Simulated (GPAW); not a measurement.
# Settings that the conductance of H2 in line between two Sb chains needs, part 3 of 3

How do the numerical settings move the conductance of H2 in line between two Sb chains?

GPAW 26.7.0; GPAW LCAO, PAW setups; Landauer transmission from Green's functions with principal layers (ASE), zero bias.

So far, transmission at the Fermi level (one spin): step 2 (base settings) 1.57; step 11 (smearing 0.4 eV) 1.48; step 13 (grid spacing 0.3 Å) 1.57; step 14 (grid spacing 0.26 Å) 1.57; step 16 (grid spacing 0.16 Å) 1.57.

## (19) Varying the broadening: eta = 1e-06

The broadening keeps the Green's functions finite; too large a value absorbs electrons where channels are open and leaks them where none are.

This step: GPAW LCAO, PAW setups; Landauer transmission from Green's functions with principal layers (ASE), zero bias (GPAW 26.7.0).

File run.py:

```python
import json
import numpy as np
from ase import Atoms
from ase.transport.calculators import TransportCalculator
from gpaw import GPAW, FermiDirac
from gpaw.lcao.tools import get_lcao_hamiltonian
from scipy.linalg import eigh

# The junction with lead layers at both ends, along the third cell vector
device = Atoms(
    ['Sb', 'Sb', 'Sb', 'Sb', 'H', 'H', 'Sb', 'Sb', 'Sb', 'Sb'],
    positions=[
        [4.50000, 4.50000, 1.37500],
        [4.50000, 4.50000, 4.12500],
        [4.50000, 4.50000, 6.87500],
        [4.50000, 4.50000, 9.62500],
        [4.50000, 4.50000, 11.24650],
        [4.50000, 4.50000, 12.09650],
        [4.50000, 4.50000, 13.71800],
        [4.50000, 4.50000, 16.46800],
        [4.50000, 4.50000, 19.21800],
        [4.50000, 4.50000, 21.96800]],
    cell=[[9.0, 0.0, 0.0], [0.0, 9.0, 0.0], [0.0, 0.0, 23.343]],
    pbc=True)

# One principal layer of the lead: the first 2 atoms of the device
lead = Atoms(
    ['Sb', 'Sb'],
    positions=[
        [4.50000, 4.50000, 1.37500],
        [4.50000, 4.50000, 4.12500]],
    cell=[[9.0, 0.0, 0.0], [0.0, 9.0, 0.0], [0.0, 0.0, 5.5]],
    pbc=True)

settings = dict(mode='lcao', basis='dzp', xc='PBE', h=0.2,
                occupations=FermiDirac(0.1), maxiter=250,
                mixer=dict(beta=0.1, nmaxold=8, weight=100.0),
                convergence=dict(density=0.0001))
energies = np.arange(-2, 2 + 1e-9, 0.05)
eta = 1e-06
n1, n2 = 1, 1
# k and -k transmit alike, so half of the mesh across the current serves
mesh = [(i, j) for i in range(n1) for j in range(n2) if (i, j) <= (-i % n1, -j % n2)]
weights = np.array([1 if (i, j) == (-i % n1, -j % n2) else 2 for i, j in mesh]) / (n1 * n2)

# [... helper functions left out ...]
fermi_lead = ground_state(lead, (1, 1, 20), 'lead.txt')
fermi_device = ground_state(device, (1, 1, 3), 'device.txt')
# [... loop over the mesh left out, but for ...]
        # Shift the lead onto the potential of the device's first layer
        shift = ((H[:, 0, 0] - H0[:, 0, 0]) / S0[0, 0]).real.mean()
# [...]
kT = 8.617333e-5 * 200
bias = [0.1, 0.2, 0.5, 1.0, 1.5, 2.0]
# [... integrals and printing left out ...]
```

Command:

```sh
$ OMP_NUM_THREADS=1 OPENBLAS_NUM_THREADS=1 python run.py
```

Log:

```text
basis functions: device 194, principal layer 46
Fermi level: lead -3.1685 eV, device -3.1676 eV; lead shifted by -0.0695 eV
largest coupling past the next layer 7.84e-05 eV, largest misfit of the first layer 0.130 eV
  E-E_F (eV)   T (one spin)  [channel counts left out]
    -2.000    9.9802e-01
    -1.950    9.9771e-01
    -1.900    9.9738e-01
    -1.850    9.9705e-01
    -1.800    9.9672e-01
    -1.750    9.9638e-01
    -1.700    9.9604e-01
    -1.650    9.9679e-01
    -1.600    1.0062e+00
    -1.550    1.0288e+00
    -1.500    1.0663e+00
    -1.450    1.1090e+00
    -1.400    1.1431e+00
    -1.350    1.1628e+00
    -1.300    1.1712e+00
    -1.250    1.1736e+00
[...]
1.650    1.0917e+00
     1.700    1.0799e+00
     1.750    1.0664e+00
     1.800    1.0500e+00
     1.850    1.0286e+00
     1.900    9.9861e-01
     1.950    9.8306e-01
     2.000    9.8298e-01
conductance at 200 K: 1.5727 G0 a cell; thermopower -0.1945 uV/K
current from the zero-bias T(E) at 0.1 V: 12.181 uA
current from the zero-bias T(E) at 0.2 V: 24.336 uA
current from the zero-bias T(E) at 0.5 V: 60.392 uA
current from the zero-bias T(E) at 1.0 V: 117.87 uA
current from the zero-bias T(E) at 1.5 V: 170.92 uA
current from the zero-bias T(E) at 2.0 V: 219.91 uA
```

Run time: 22 s. Hardware: 1 thread of Arm Neoverse V2, shared host; peak memory 0.77 GiB.

This step gave:

```
conductance                                 : 1.573 G₀
largest misfit of the first principal layer : 0.1300 eV
transmission at the Fermi level (one spin)  : 1.574
```

One spin. Transmission, zone mean against energy, zero at the Fermi level:

energy (eV), transmission, zone mean and a bar from the least value:
```
    -2.00       1.00 #
    -1.90       1.00 #
    -1.80       1.00 #
    -1.70       1.00 #
    -1.55       1.03 ##
    -1.45       1.11 ######
    -1.35       1.16 #########
    -1.25       1.17 ##########
    -1.15       1.18 ##########
    -1.05       1.18 ##########
    -0.90       1.21 ############
    -0.80       1.25 #############
    -0.70       1.29 ################
    -0.60       1.34 ##################
    -0.50       1.39 #####################
    -0.40       1.45 ########################
    -0.25       1.52 ###########################
    -0.15       1.55 #############################
    -0.05       1.57 ##############################
     0.00       1.57 ##############################
     0.05       1.58 ##############################
     0.15       1.57 ##############################
     0.25       1.55 #############################
     0.40       1.50 ##########################
     0.50       1.46 ########################
     0.60       1.42 ######################
     0.70       1.38 ####################
     0.80       1.33 ##################
     0.90       1.29 ################
     1.05       1.24 #############
     1.15       1.21 ###########
     1.25       1.18 ##########
     1.35       1.16 #########
     1.45       1.13 ########
     1.55       1.11 #######
     1.70       1.08 #####
     1.80       1.05 ###
     1.90       1.00 #
     2.00       0.98
```

Not self-consistent under bias; the bias window is split evenly. The current through one cell, from the zero-bias transmission by bias:

| bias (V) | current through one cell, from the zero-bias transmission (μA) |
| --- | --- |
| 0.100 | 12.2 |
| 0.200 | 24.3 |
| 0.500 | 60.4 |
| 1.000 | 118 |
| 1.500 | 171 |
| 2.000 | 220 |

The conductance equals that of the base run to 0.2 %.

## (20) Varying the broadening: eta = 0.001

run.py, as its differences from that of step 19:

```diff
@@ -39,3 +39,3 @@
 energies = np.arange(-2, 2 + 1e-9, 0.05)
-eta = 1e-06
+eta = 0.001
 n1, n2 = 1, 1
```

Log:

```text
basis functions: device 194, principal layer 46
Fermi level: lead -3.1685 eV, device -3.1676 eV; lead shifted by -0.0695 eV
largest coupling past the next layer 7.84e-05 eV, largest misfit of the first layer 0.130 eV
  E-E_F (eV)   T (one spin)  [channel counts left out]
    -2.000    9.9400e-01
    -1.950    9.9370e-01
    -1.900    9.9339e-01
    -1.850    9.9308e-01
    -1.800    9.9275e-01
    -1.750    9.9243e-01
    -1.700    9.9210e-01
    -1.650    9.9278e-01
    -1.600    1.0019e+00
    -1.550    1.0237e+00
    -1.500    1.0599e+00
    -1.450    1.1015e+00
    -1.400    1.1350e+00
    -1.350    1.1547e+00
    -1.300    1.1634e+00
    -1.250    1.1662e+00
[...]
1.650    1.0866e+00
     1.700    1.0749e+00
     1.750    1.0614e+00
     1.800    1.0450e+00
     1.850    1.0237e+00
     1.900    9.9423e-01
     1.950    9.7953e-01
     2.000    9.7939e-01
conductance at 200 K: 1.5626 G0 a cell; thermopower -0.1976 uV/K
current from the zero-bias T(E) at 0.1 V: 12.103 uA
current from the zero-bias T(E) at 0.2 V: 24.18 uA
current from the zero-bias T(E) at 0.5 V: 60.006 uA
current from the zero-bias T(E) at 1.0 V: 117.13 uA
current from the zero-bias T(E) at 1.5 V: 169.88 uA
current from the zero-bias T(E) at 2.0 V: 218.61 uA
```

Run time: 21 s. Hardware: 1 thread; peak memory 0.77 GiB.

Numbers from this step:

| Property | Result |
| --- | --- |
| conductance | 1.563 G₀ |
| transmission at the Fermi level (one spin) | 1.564 |

One spin. Table of transmission, zone mean by energy, zero at the Fermi level:

| energy (eV) | transmission, zone mean |
| --- | --- |
| -2.00 | 0.994 |
| -1.90 | 0.993 |
| -1.80 | 0.993 |
| -1.70 | 0.992 |
| -1.55 | 1.02 |
| -1.45 | 1.10 |
| -1.35 | 1.15 |
| -1.25 | 1.17 |
| -1.15 | 1.17 |
| -1.05 | 1.18 |
| -0.90 | 1.21 |
| -0.80 | 1.24 |
| -0.70 | 1.28 |
| -0.60 | 1.33 |
| -0.50 | 1.39 |
| -0.40 | 1.44 |
| -0.25 | 1.51 |
| -0.15 | 1.54 |
| -0.05 | 1.56 |
| 0.00 | 1.56 |
| 0.05 | 1.57 |
| 0.15 | 1.56 |
| 0.25 | 1.54 |
| 0.40 | 1.49 |
| 0.50 | 1.46 |
| 0.60 | 1.41 |
| 0.70 | 1.37 |
| 0.80 | 1.33 |
| 0.90 | 1.29 |
| 1.05 | 1.23 |
| 1.15 | 1.20 |
| 1.25 | 1.17 |
| 1.35 | 1.15 |
| 1.45 | 1.13 |
| 1.55 | 1.11 |
| 1.70 | 1.07 |
| 1.80 | 1.04 |
| 1.90 | 0.994 |
| 2.00 | 0.979 |

Not self-consistent under bias; the bias window is split evenly. Table of current through one cell, from the zero-bias transmission by bias:

| bias (V) | current through one cell, from the zero-bias transmission (μA) |
| --- | --- |
| 0.100 | 12.1 |
| 0.200 | 24.2 |
| 0.500 | 60.0 |
| 1.000 | 117 |
| 1.500 | 170 |
| 2.000 | 219 |

The conductance, 1.56 G₀, lies 0.6 % below that of the base run.

## (21) Broadening: eta = 0.01

run.py, as its differences from that of step 20:

```diff
@@ -39,3 +39,3 @@
 energies = np.arange(-2, 2 + 1e-9, 0.05)
-eta = 0.001
+eta = 0.01
 n1, n2 = 1, 1
```

Log:

```text
basis functions: device 194, principal layer 46
Fermi level: lead -3.1685 eV, device -3.1676 eV; lead shifted by -0.0695 eV
largest coupling past the next layer 7.84e-05 eV, largest misfit of the first layer 0.130 eV
  E-E_F (eV)   T (one spin)  [channel counts left out]
    -2.000    9.5850e-01
    -1.950    9.5833e-01
    -1.900    9.5815e-01
[...]
1.950    9.4834e-01
     2.000    9.4780e-01
conductance at 200 K: 1.4753 G0 a cell; thermopower -0.2244 uV/K
current from the zero-bias T(E) at 0.1 V: 11.427 uA
current from the zero-bias T(E) at 0.2 V: 22.83 uA
current from the zero-bias T(E) at 0.5 V: 56.675 uA
current from the zero-bias T(E) at 1.0 V: 110.75 uA
current from the zero-bias T(E) at 1.5 V: 160.87 uA
current from the zero-bias T(E) at 2.0 V: 207.33 uA
```

It took 21 s on 1 thread; peak memory 0.77 GiB.

One spin. Transmission, zone mean against energy, zero at the Fermi level:

energy (eV), transmission, zone mean and a bar from the least value:
```
   -2.000       0.96 #
   -1.800       0.96 #
   -1.600       0.96 #
   -1.400       1.07 #######
   -1.200       1.11 #########
   -1.000       1.13 ##########
   -0.800       1.18 #############
   -0.600       1.26 ##################
   -0.400       1.36 #######################
   -0.200       1.44 ############################
    0.000       1.48 ##############################
    0.050       1.48 ##############################
    0.200       1.47 #############################
    0.400       1.42 ###########################
    0.600       1.34 ######################
    0.800       1.27 ##################
    1.000       1.20 ##############
    1.200       1.14 ###########
    1.400       1.09 ########
    1.600       1.05 ######
    1.800       1.00 ###
    2.000       0.95
```

The conductance, 1.48 G₀, lies 6.1 % below that of the base run.

## (22) Broadening: eta = 0.05

run.py, as its differences from that of step 21:

```diff
@@ -39,3 +39,3 @@
 energies = np.arange(-2, 2 + 1e-9, 0.05)
-eta = 0.01
+eta = 0.05
 n1, n2 = 1, 1
```

Log:

```text
basis functions: device 194, principal layer 46
Fermi level: lead -3.1685 eV, device -3.1676 eV; lead shifted by -0.0695 eV
largest coupling past the next layer 7.84e-05 eV, largest misfit of the first layer 0.130 eV
  E-E_F (eV)   T (one spin)  [channel counts left out]
    -2.000    8.1536e-01
    -1.950    8.1567e-01
    -1.900    8.1595e-01
[...]
1.950    8.2145e-01
     2.000    8.2083e-01
conductance at 200 K: 1.1569 G0 a cell; thermopower -0.3132 uV/K
current from the zero-bias T(E) at 0.1 V: 8.9609 uA
current from the zero-bias T(E) at 0.2 V: 17.907 uA
current from the zero-bias T(E) at 0.5 V: 44.512 uA
current from the zero-bias T(E) at 1.0 V: 87.374 uA
current from the zero-bias T(E) at 1.5 V: 127.71 uA
current from the zero-bias T(E) at 2.0 V: 165.63 uA
```

The job ended after 21 s (1 thread; peak memory 0.77 GiB).

The conductance, 1.16 G₀, lies 26 % below that of the base run.

## (23) Convergence in the broadening

The runs and the base run on one axis.

This step: convergence of the conductance (GPAW 26.7.0).

The conductance by log10 of the broadening in eV:

| log10 of the broadening in eV | conductance (G₀) |
| --- | --- |
| -6.00 | 1.57 |
| -4.00 | 1.57 |
| -3.00 | 1.56 |
| -2.00 | 1.48 |
| -1.30 | 1.16 |

## (24) Summary of results

* conductance at the base settings: 1.57 G₀
* range over the k-points along the lead (2 to 30): 1.57 to 1.66 G₀
* range over the smearing (0.01 to 0.4 eV): 1.47 to 1.57 G₀
* range over the grid spacing (0.14 to 0.3 Å): 1.57 to 1.57 G₀
* range over the broadening (1.0e-6 to 0.05 eV): 1.16 to 1.57 G₀

**Reading.** At the base settings the conductance, averaged at 200 K, is 1.57 G₀. In the k-points along the lead, 4 already gives the conductance within 3 % of the finest value tried; currents at finite bias may need more. The smearing of the SCF moves the conductance between 1.47 and 1.57 G₀; a narrow width also needs more k-points. In the grid spacing, no value tried moves the conductance by 3 %. In the broadening, 0.001 eV already gives the conductance within 3 % of the finest value tried; currents at finite bias may need more. T is read at the junction's Fermi level after the lead is aligned to it, so the test of the lead's mesh is blind to a shift of the lead's own level, and the junction's own mesh wasn't varied. Over the ranges tried, the broadening moves it most, counted as a ratio. The geometry was built from estimated bond lengths and not relaxed, so the numbers describe this model structure. Spin-orbit coupling is left out, which matters for the heavy atoms here. An evenly spaced straight chain is an idealisation: free chains tend to dimerise, zigzag or, where a band edge lies near the Fermi level, turn magnetic. The currents use the zero-bias T(E) throughout, which holds only while the bias is small against the distance to the nearest feature.

[Logs are printed without paths, hosts, clocks, repeated set-up lines and the standing remarks that a program may print on its own settings, such as how far it seeks lower states.]

[Hosts, paths, dates, database ids (printed as entryN), source tags and the programs' standing remarks are cut or masked in the printed files.]
